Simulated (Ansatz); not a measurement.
# Lattice dynamics of ScIr3C (Pm-3m), part 2 of 3

Aim: the vibrations of ScIr3C (Pm-3m), their spectra, and whether the structure is stable.

Ansatz 0.2.0; DFT PBEsol, scalar-relativistic, plane waves, PAW; PAW set soft_1.

So far: The structure; Relaxation. The relaxed cell has a = 4.586 Å (conventional setting).

### Step 3. Relaxing to small forces for the phonons

Phonons need a cell at rest on their own settings, so the relaxation is repeated with tight tolerances on forces and stress on the k mesh and occupations of the first response run.

File input.yaml:

```yaml
crystal:
  lattice:
    - [4.5856197185, 0.0, 0.0]
    - [0.0, 4.5856197185, 0.0]
    - [0.0, 0.0, 4.5856197185]
  atoms:
    - { symbol: Sc, position: [0.0, 0.0, 0.0] }
    - { symbol: Ir, position: [0.5, 0.0, 0.0] }
    - { symbol: Ir, position: [0.0, 0.5, 0.0] }
    - { symbol: Ir, position: [0.0, 0.0, 0.5] }
    - { symbol: C, position: [0.5, 0.5, 0.5] }
kpoints:
  mp_grid: { grid: [8, 8, 8] }
hamiltonian:
  xc: pbesol
  pseudopotentials: { kind: paw, azcp: { folder: soft_1 }, xc_functional: pbe }
scf:
  occupations: { method: methfessel_paxton, width: 0.2 }
output:
  forces: true
  stress: true
  eigenvalues: true
relax:
  adjacent_minimum: "off"
  f_tol: 0.001
  max_steps: 60
  cell: { stress_tol: 0.01 }
```

Run with:

```sh
$ ansatz run input.yaml --threads 4 --pin off --max-ram 10240MiB --backend cpu --events-out ev --progress --plain --runs-dir out
```

Numbers of over 12 decimals in the logs are rounded to 6 here.

The program printed:

```text
[...]
Crystal: 5 atoms, lattice volume = 96.426 Å³
Basis set: ecut = 420 eV, 1863 PW (Γ), exchange–correlation on 64×64×64 points (8 copies of the dense FFT grid, shifted against one another)
Bands: 40, of which v1, the nominal top of the filled ones, is band 33 counted from 1 (32 counted from 0)
Symmetry: 48 space group operations
[...]
k-points: 35 of 512
[...]
--- Relaxed structure (2 steps of the walk, 2 accepted, 1 SCFs on fresh bases) ---
[...]
cell:  # Å, volume = 96.3586 Å³
    - [4.584552, 0, 0.0]
    - [0, 4.584552, 0.0]
    - [0, 0.0, 4.584552]
  atoms:
    - { symbol: Sc, position: [0, 0, 0] }
    - { symbol: Ir, position: [0.500000, 0, 0] }
    - { symbol: Ir, position: [0, 0.500000, 0] }
    - { symbol: Ir, position: [0, 0, 0.500000] }
    - { symbol: C, position: [0.500000, 0.500000, 0.500000] }
[key lines of the parts left out:]
SCF converged after 6 iterations
Free energy (F): -37743.761219 eV
Fermi energy:    12.038076 eV
P = ⅓ Tr σ = 0.0067 GPa (0.067 kbar)
```

The job ended after 5.1 s (4 threads of Intel Xeon Platinum 8488C (Sapphire Rapids), shared host; peak memory 0.54 GiB).

Little changed from the start: no atom moved by 0.005 Å and no cell edge by 0.1 %.

Numbers from this step:

| Property | Result |
| --- | --- |
| pressure | 0.006673 GPa |
| volume per atom | 19.27 Å³ |

The forces vanish by symmetry and the pressure is 0.007 GPa, within the tolerances set. The cell now holds 19.27 Å³/atom.

### Step 4. Modes at Γ

The zone centre comes first: it holds the modes that light can see, as far as symmetry allows. No field response is asked, since the mesh shows no gap.

input.yaml, the sections that differ from step 3:

```yaml
crystal:
  lattice:
    - [4.5845517381, 0.0, 0.0]
    - [0.0, 4.5845517381, 0.0]
    - [0.0, 0.0, 4.5845517381]
  atoms:
    - { symbol: Sc, position: [0.0, 0.0, 0.0] }
    - { symbol: Ir, position: [0.5, 0.0, 0.0] }
    - { symbol: Ir, position: [0.0, 0.5, 0.0] }
    - { symbol: Ir, position: [0.0, 0.0, 0.5] }
    - { symbol: C, position: [0.5, 0.5, 0.5] }
output:
  eigenvalues: true
phonons:
  method: dfpt
# kpoints, hamiltonian, scf: as in step 3
# relax: removed
```

The program printed:

```text
zone centre: on kpoints.mp_grid the ground state, and the responses unless they are solved on pairs of k-points, stand on 125 of the mesh's 512 k-points, reduced under 8 symmetry operations, with k and −k counted as one. Each operation leaves every solved displacement unchanged or reverses it
[...]
Crystal: 5 atoms, lattice volume = 96.359 Å³
Basis set: ecut = 420 eV, 1863 PW (Γ), exchange–correlation on 64×64×64 points (8 copies of the dense FFT grid, shifted against one another)
Bands: 40, of which v1, the nominal top of the filled ones, is band 33 counted from 1 (32 counted from 0)
Symmetry: 48 space group operations
k-points: 125 of 512 (irreducible under 8 space group operations)
[...]
SCF iter   1: F=—  HF=-37750.698676 eV  |F-HF|=—  |Δ(HF+E_count)|=         —  Δρ=1.33e-1  dr2=4.49e1  ethr=3.10e-3  ⟨swp⟩=5.0  Hψ=16364  notcnv=0
[...]
SCF iter   2: F=—  HF=-37746.247056 eV  |F-HF|=—  |Δ(HF+E_count)|=    4.45e0  S|Δr|=    0.00e0  Δρ=6.99e-2  dr2=1.39e1  ethr=3.10e-3  ⟨swp⟩=5.7  Hψ=30519  notcnv=0
automatic band count: the SCF goes on with 47 bands, as 40 were too few: they end inside the smearing window of the response
SCF iter   3: F=—  HF=-37744.337768 eV  |F-HF|=—  |Δ(HF+E_count)|=    1.91e0  S|Δr|=    0.00e0  Δρ=4.87e-2  dr2=4.22e0  ethr=3.10e-3  ⟨swp⟩=2.3  Hψ=9845  notcnv=0  defer=576
[...]
SCF iter  13: F=-37743.761219 eV  HF=-37743.761219 eV  |F-HF|=7.28e-12  |Δ(HF+E_count)|=  7.28e-12  S|Δr|=    0.00e0  Δρ=7.80e-8  dr2=7.00e-12  ethr=1.00e-12  ⟨swp⟩=10.4  Hψ=27986  notcnv=0
SCF 1 converged in 13 iterations: F = -37743.761219 eV  dr2 = 7.00e-12
[...]
DFPT response loops at Γ: preconditioner auto → Kerker (q_TF=auto, 2.562 Å⁻¹) (partly filled bands, converged f_vac=0.000); β = 1.00, the filter's whole step (`scf.mixing.beta` (0.50) is not read by the response loops under this deck's `scf.mixing.preconditioner`; to damp them name `kerker` or `kerker_dos`, under which they read `scf.mixing.beta`, and type it under 1.00, their step now; both keys bind the ground state too); Broyden in place of MSR1
SCF converged after 13 iterations
[...]
Free energy (F): -37743.761219 eV
[...]
Internal energy: -37743.758062 eV  (E = F + TS)
E sigma→0 (E₀):  -37743.760430 eV
Entropy (-TS):   -0.003157 eV (-0.631 meV/atom)
Fermi energy:    12.038076 eV
[...]
--- Band table (eV; the first three rows and the last of 125) ---
  k-point 0: bands = [... 29 lower, 11.2721, 11.2721, 11.2721, 12.2565, 12.2565, 12.2565, 12.4898, 14.8396, ... 10 higher]
  k-point 1: bands = [... 29 lower, 11.4685, 11.6482, 11.6482, 12.1851, 12.1851, 12.2567, 12.3986, 14.5191, ... 10 higher]
  k-point 2: bands = [... 29 lower, 11.4352, 11.4352, 11.5985, 12.1271, 12.2571, 12.4354, 12.4354, 14.0850, ... 10 higher]
  k-point 124: bands = [... 29 lower, 11.1580, 11.7005, 11.7005, 12.2317, 12.2317, 12.2317, 13.6557, 14.1998, ... 10 higher]
--- Phonons (Γ-DFPT): 4 representative perturbations + reference, on 125 of 512 k-points (Σ response iterations 15) ---
  k mesh reduced under 8 symmetry operations, with k and −k counted as one. Each operation leaves every solved displacement unchanged or reverses it
  ASR residual: 5.192e-5 → 0.000e0 eV/Å²; symmetrization residual: 1.198e-6 eV/Å²
  ASR residual per site (eV/Å²): 2.67e-5 5.19e-5 5.19e-5 5.19e-5 6.92e-7
  Γ frequencies (cm⁻¹): -340.40 -340.40 -340.40 -133.54 -133.54 -133.54 -90.68 -90.68 -90.68 0.00 0.00 0.00 402.29 402.29 402.29
  non-analytic LO–TO correction: not included (Born effective charges unavailable; polar crystals: no LO–TO splitting at Γ)
```

Wall time 52 s (4 threads); peak memory 1.7 GiB.

This step gave:

```
sum-rule residual before enforcement                    : 5.19e-5 eV/Å²
point group                                             : m-3m
highest optical mode at the zone centre (no LO-TO term) : 402.3 cm⁻¹
lowest optical zone-centre mode                         : -340.4 cm⁻¹
```

Patterns of degenerate modes are one choice out of their space. The modes at Γ (shares of kinetic energy by element, %) (negative means imaginary):

| mode | frequency (cm⁻¹) | symmetry | Sc % | Ir % | C % |
| --- | --- | --- | --- | --- | --- |
| 1 | -340.4 | T1u | 0 | 3 | 97 |
| 2 | -340.4 | T1u | 0 | 3 | 97 |
| 3 | -340.4 | T1u | 0 | 3 | 97 |
| 4 | -133.5 | T1u | 19 | 80 | 1 |
| 5 | -133.5 | T1u | 19 | 80 | 1 |
| 6 | -133.5 | T1u | 19 | 80 | 1 |
| 7 | -90.7 | T2u | 0 | 100 | 0 |
| 8 | -90.7 | T2u | 0 | 100 | 0 |
| 9 | -90.7 | T2u | 0 | 100 | 0 |
| 10 | 0.0 | acoustic | 7 | 91 | 2 |
| 11 | 0.0 | acoustic | 7 | 91 | 2 |
| 12 | 0.0 | acoustic | 7 | 91 | 2 |
| 13 | 402.3 | T1u | 74 | 26 | 0 |
| 14 | 402.3 | T1u | 74 | 26 | 0 |
| 15 | 402.3 | T1u | 74 | 26 | 0 |

Displacements in mode 2 (-340.4 cm⁻¹), the largest set to 1:
```
Sc1  0.00  0.01  0.00
Ir2  0.00 -0.03  0.00
Ir3  0.00  0.00  0.00
Ir4  0.00 -0.03  0.00
C5   0.00  1.00 -0.13
```

Displacements in mode 15 (402.3 cm⁻¹), the largest set to 1:
```
Sc1  0.00  1.00  0.02
Ir2  0.00  0.03  0.00
Ir3  0.00 -0.28  0.00
Ir4  0.00  0.03 -0.01
C5   0.00 -0.01  0.00
```

Before it was imposed, the acoustic sum rule was missed by 5.2e-5 eV/Å². Small misses are needed for a sound result but don't prove that mesh and cutoff are converged. The lowest optical mode is imaginary, 340.4i cm⁻¹, so the energy falls along it.

### Step 5. The dispersion

Stability and thermal properties need the whole zone. Linear response on a 4×4×4 q mesh gives force constants as far as a supercell of that size would.

input.yaml, as its differences from that of step 4:

```diff
@@ -22 +22,8 @@
   method: dfpt
+  qmesh: [4, 4, 4]
+  temperatures: { t_max: 1000, t_step: 50 }
+  qpath:
+    path:
+      - [[0.0, 0.0, 0.0], [0.0, 0.5, 0.0], [0.5, 0.5, 0.0], [0.0, 0.0, 0.0], [0.5, 0.5, 0.5], [0.0, 0.5, 0.0]]
+      - [[0.5, 0.5, 0.5], [0.5, 0.5, 0.0]]
+    npoints: 10
```

The program printed:

```text
[...]
Crystal: 5 atoms, lattice volume = 96.359 Å³
Basis set: ecut = 420 eV, 1863 PW (Γ), exchange–correlation on 64×64×64 points (8 copies of the dense FFT grid, shifted against one another)
Bands: 40, of which v1, the nominal top of the filled ones, is band 33 counted from 1 (32 counted from 0)
Symmetry: 48 space group operations
k-points: 35 of 512
[...]
SCF iter   1: F=—  HF=-37750.698759 eV  |F-HF|=—  |Δ(HF+E_count)|=         —  Δρ=1.33e-1  dr2=4.49e1  ethr=3.10e-3  ⟨swp⟩=4.9  Hψ=4571  notcnv=0
[...]
SCF iter  13: F=-37743.761219 eV  HF=-37743.761219 eV  |F-HF|=7.28e-12  |Δ(HF+E_count)|=  7.28e-12  S|Δr|=    0.00e0  Δρ=7.76e-8  dr2=6.93e-12  ethr=1.00e-12  ⟨swp⟩=10.4  Hψ=7848  notcnv=0
SCF 1 converged in 13 iterations: F = -37743.761219 eV  dr2 = 6.93e-12
[...]
SCF iter   5: F=-37743.761219 eV  HF=-37743.761219 eV  |F-HF|=1.46e-11  |Δ(HF+E_count)|=    0.00e0  S|Δr|=    0.00e0  Δρ=1.09e-7  dr2=9.70e-12  ethr=1.00e-12  ⟨swp⟩=1.1  Hψ=2961  notcnv=0
SCF 2 converged in 5 iterations: F = -37743.761219 eV  dr2 = 9.70e-12
phonons: the bands overlap, so this run is a metal and interpolates without the dipole-dipole term. If the crystal is really an insulator or semiconductor, its LO-TO splitting is missing
NSCF: frozen V_eff on 35 k-points
[...]
DFPT response loops at q = (0, 0, 0) (fractional): preconditioner auto → Kerker (q_TF=auto, 2.562 Å⁻¹) (partly filled bands, converged f_vac=0.000); β = 1.00, the filter's whole step (`scf.mixing.beta` (0.50) is not read by the response loops under this deck's `scf.mixing.preconditioner`; to damp them name `kerker` or `kerker_dos`, under which they read `scf.mixing.beta`, and type it under 1.00, their step now; both keys bind the ground state too); Broyden in place of MSR1
[...]
SCF converged after 13 iterations
[...]
Free energy (F): -37743.761219 eV
[...]
Internal energy: -37743.758062 eV  (E = F + TS)
E sigma→0 (E₀):  -37743.760430 eV
Entropy (-TS):   -0.003157 eV (-0.631 meV/atom)
Fermi energy:    12.038076 eV
[...]
--- Band table (eV; the first three rows and the last of 35) ---
  k-point 0: bands = [... 29 lower, 11.2721, 11.2721, 11.2721, 12.2565, 12.2565, 12.2565, 12.4898, 14.8396, ... 10 higher]
  k-point 1: bands = [... 29 lower, 11.4685, 11.6482, 11.6482, 12.1851, 12.1851, 12.2567, 12.3986, 14.5191, ... 10 higher]
  k-point 2: bands = [... 29 lower, 11.4352, 11.4352, 11.5985, 12.1271, 12.2571, 12.4354, 12.4354, 14.0850, ... 10 higher]
  k-point 34: bands = [... 29 lower, 11.1580, 11.7005, 11.7005, 12.2317, 12.2317, 12.2317, 13.6557, 14.1998, ... 10 higher]
--- Phonons (Γ-DFPT): 4 representative perturbations + reference (Σ response iterations 15) ---
  ASR residual: 5.163e-5 → 0.000e0 eV/Å²; symmetrization residual: 1.268e-6 eV/Å²
  ASR residual per site (eV/Å²): 2.70e-5 5.16e-5 5.16e-5 5.16e-5 4.03e-7
[...]
--- Phonons (arbitrary-q DFPT): 10 irreducible q on the 4×4×4 mesh ---
  q = [0.0000, 0.0000, 0.0000] (star 1, of the zone-centre solve; hermiticity 9.84e-8, symmetrization 6.31e-13): -340.40 -340.40 -340.40 -133.54 -133.54 -133.54 -90.68 -90.68 -90.68 -0.00 -0.00 0.00 402.29 402.29 402.29
  q = [0.0000, 0.0000, 0.2500] (star 6, 9 solved perturbations in 1560 linear systems a pass and spin channel, the states on 200 of 512 k-point pairs; hermiticity 1.10e-7, symmetrization 4.80e-13): -329.05 -329.05 -315.32 -132.85 -132.85 -108.64 -94.10 -91.16 -91.16 -42.18 -42.18 108.32 377.29 399.74 399.74
[...]
q = [0.0000, 0.2500, -0.5000] (star 12, 15 solved perturbations on 200 of 512 k-point pairs; hermiticity 2.26e-7, symmetrization 1.13e-7): -325.74 -313.03 -301.75 -130.63 -100.09 -98.95 -95.53 -88.12 -83.64 -79.19 91.91 176.07 359.49 380.25 395.70
[...]
sum rule: each row above includes the acoustic sum rule's correction from the zone centre's row sums; it moved no ω² by more than (0.40 cm⁻¹)²
  mesh force constants: q→R imaginary residual 4.20e-19; ASR residual 5.163e-5 → 0.000e0 eV/Å²; symmetrization residual 1.954e-14 eV/Å²
  interpolated dispersion: 62 rows × 15 modes
  density of states and harmonic sums: on the 16×16×16 q-mesh, interpolated from the force constants of a 4×4×4 supercell (no non-analytic term)
  largest difference from the sums on the solved wave vectors: F 1.78e-2 eV, S 3.21e-5 and C_V 1.43e-5 eV/K
  zero-point energy: 0.086298 eV/cell   skipped modes (ω ≤ 0): 1638, of them read as no rigid motion or as one in doubt: 1635 (9.915e0 modes/cell left out, lowest -340.40 cm⁻¹)   left out of the sums: 6.61e-1 of the cell's modes: C_V's classical limit lies that fraction below 3 k_B per atom; for a crystal, a wire or a layer, F and S can be off by more, and a phonons.interpolated_qmesh denser along its periods is the remedy for the sampling
```

Wall time 21 min (4 threads); peak memory 4.5 GiB; 78 min of CPU time.

This step gave:

- sum-rule residual before enforcement: 5.16e-5 eV/Å²
- lowest frequency on the path: -340.4 cm⁻¹
- highest frequency on the path or at a solved wavevector: 402.3 cm⁻¹
- lowest mode on the q mesh (acoustic modes at Γ apart): -340.4 cm⁻¹

Frequencies (cm⁻¹) solved at each irreducible wavevector; negative means imaginary. Frequencies by wavevector, by row:

| q in reciprocal lattice units | star | mode 1 | mode 2 | mode 3 | mode 4 | mode 13 | mode 14 | mode 15 |
| --- | --- | --- | --- | --- | --- | --- | --- | --- |
| 0 0 0 | 1 | -340.4 | -340.4 | -340.4 | -133.5 | 402.3 | 402.3 | 402.3 |
| 0 0 0.25 | 6 | -329.1 | -329.1 | -315.3 | -132.8 | 377.3 | 399.7 | 399.7 |
| 0 0 -0.5 | 3 | -322.6 | -322.6 | -282.9 | -133.6 | 365.6 | 398.1 | 398.1 |
| 0 0.25 0.25 | 12 | -331.1 | -320 | -308 | -130.9 | 379.4 | 380.1 | 397.5 |
| 0 0.25 -0.5 | 12 | -325.7 | -313 | -301.8 | -130.6 | 359.5 | 380.2 | 395.7 |
| 0 -0.5 -0.5 | 3 | -322 | -322 | -302 | -129 | 357.1 | 357.1 | 394 |
| 0.25 0.25 0.25 | 8 | -332.8 | -332.8 | -298 | -102.7 | 379.1 | 381.7 | 381.7 |
| 0.25 0.25 -0.5 | 12 | -335.8 | -313.6 | -313.3 | -97.9 | 354.1 | 379.5 | 381.7 |
| 0.25 -0.5 -0.5 | 6 | -327.5 | -327.5 | -323.7 | -89.9 | 351 | 351 | 380.2 |
| -0.5 -0.5 -0.5 | 1 | -336.9 | -336.9 | -336.9 | -80.4 | 347.1 | 347.1 | 347.1 |

[end of part 2 of 3]

[Logs are printed without paths, hosts, clocks, repeated set-up lines and the standing remarks that a program may print on its own settings, such as how far it seeks lower states.]

[Hosts, paths, dates, database ids (printed as entryN), source tags and the programs' standing remarks are cut or masked in the printed files.]
